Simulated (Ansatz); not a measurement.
# Ta(210) slab (36 atoms): surface energy

What is the surface energy of this cell, counted against the bulk crystal, and how far does it hang on functional and mesh?

Calculated with Ansatz 0.2.0: Kohn-Sham DFT, PBE, PAW (set soft_2), plane waves; cutoff 420 eV, fermi-dirac smearing of 0.1 eV. Cutoffs: 420 eV for PBE and PBEsol; 500 eV for r2SCAN.

**The cells**

The cell holds 36 atoms: 36 Ta. Cell: a = 7.424 Å, b = 6.640 Å, c = 27.620 Å, α = 90.0°, β = 90.0°, γ = 90.0°. It derives from Ta. The starting structure: Slab of Ta cut on (2 1 0), 12.6 Å thick, 1 x 2 surface cells, both faces free, 15 Å of vacuum; not relaxed. Lattice constants are starting values near those of PBE. Vacuum lies along c.

The bulk reference is Ta2 in a cell of 2 atoms, 18.297 Å³ an atom.

The input of the single point on the relaxed cell:

```yaml
crystal:
  lattice:
    - [7.42375, 0.0, 0.0]
    - [0.0, 6.64, 0.0]
    - [0.0, 0.0, 27.62037]
  atoms:
    - { symbol: Ta, position: [0.89229, 0.25, 0.2817] }
    - { symbol: Ta, position: [0.18515, 0.0, 0.29955] }
    - { symbol: Ta, position: [0.48542, 0.25, 0.3248] }
    - { symbol: Ta, position: [0.7915, 1.0, 0.35348] }
    [... 30 atom lines left out ...]
    - { symbol: Ta, position: [0.71485, 0.75, 0.70045] }
    - { symbol: Ta, position: [0.00771, 0.5, 0.7183] }
kpoints:
  mp_grid: { grid: [5, 5, 1] }
hamiltonian:
  xc: pbe
scf:
  occupations: { method: fermi_dirac, width: 0.1 }
output:
  forces: true
  populations: true
  dos:
    method: { smearing: { sigma: 0.08 } }
    de: 0.1
    projected: { site_lists: { Ta: [Ta] } }
  eigenvalues: true
  write_density: true
  write_potential: true
  volumetric_format: npy
```

| cell | formula | k-mesh | relaxation steps | gain on relaxing (eV) | free energy, PBE (eV) | time of its runs on this page |
| --- | --- | --- | --- | --- | --- | --- |
| Ta(210) slab | Ta36 | 5×5×1 (relaxed on 3×4×1) | 6 | 1.21 | -357546.129 | 58 s |
| bulk Ta | Ta2 | 17×17×17 | - | - | -19864.546 | 17 s |

**Surface energy**

The excess is the cell's free energy less 18 times that of the bulk cell. It is divided by twice the area, as the cell holds two faces, so the value is their mean, and they need not be alike (49.29 Å²), with 1 eV/Å² = 16.022 J/m².

```
           level  k-mesh  excess (eV)  surface energy (J/m²)  per area (meV/Å²)
             PBE   5×5×1       15.691                  2.550              159.2
PBE, denser mesh   6×7×1       15.704                  2.552              159.3
          r2SCAN   5×5×1       16.904                  2.747              171.5
          PBEsol   5×5×1       17.279                  2.808              175.3
```

Worked for the first row at PBE: (-357546.129) − 18 × (-19864.546) = 15.691 eV (from unrounded energies).

Then 15.691 / (2 × 49.29) × 16.022 = 2.550 J/m².

**Findings**

At PBE the surface energy is 2.55 J/m². At the same geometries the levels give 2.55 (PBE) to 2.81 J/m² (PBEsol) and the denser mesh leaves it within 0.01 J/m². Relaxing the atoms lowered it by 0.196 J/m² from the start (on the 3×4×1 mesh of the relaxation), and the farthest atom moved 0.29 Å.

Limits: The cell edges were held, so the lattice is the typed one for every functional. Cell and bulk are sampled on unlike meshes, and the error grows with the number of atoms subtracted. These are free energies under a smearing of 0.1 eV, whose entropy term isn't removed. Spin–orbit coupling is left out, which matters for the levels of the heavy elements. In some runs the program notes that the exchange-correlation potential is rough where the density is thin.

[Logs are printed without paths, hosts, clocks, repeated set-up lines and the standing remarks that a program may print on its own settings, such as how far it seeks lower states.]

[Hosts, paths, dates, database ids (printed as entryN), source tags and the programs' standing remarks are cut or masked in the printed files.]
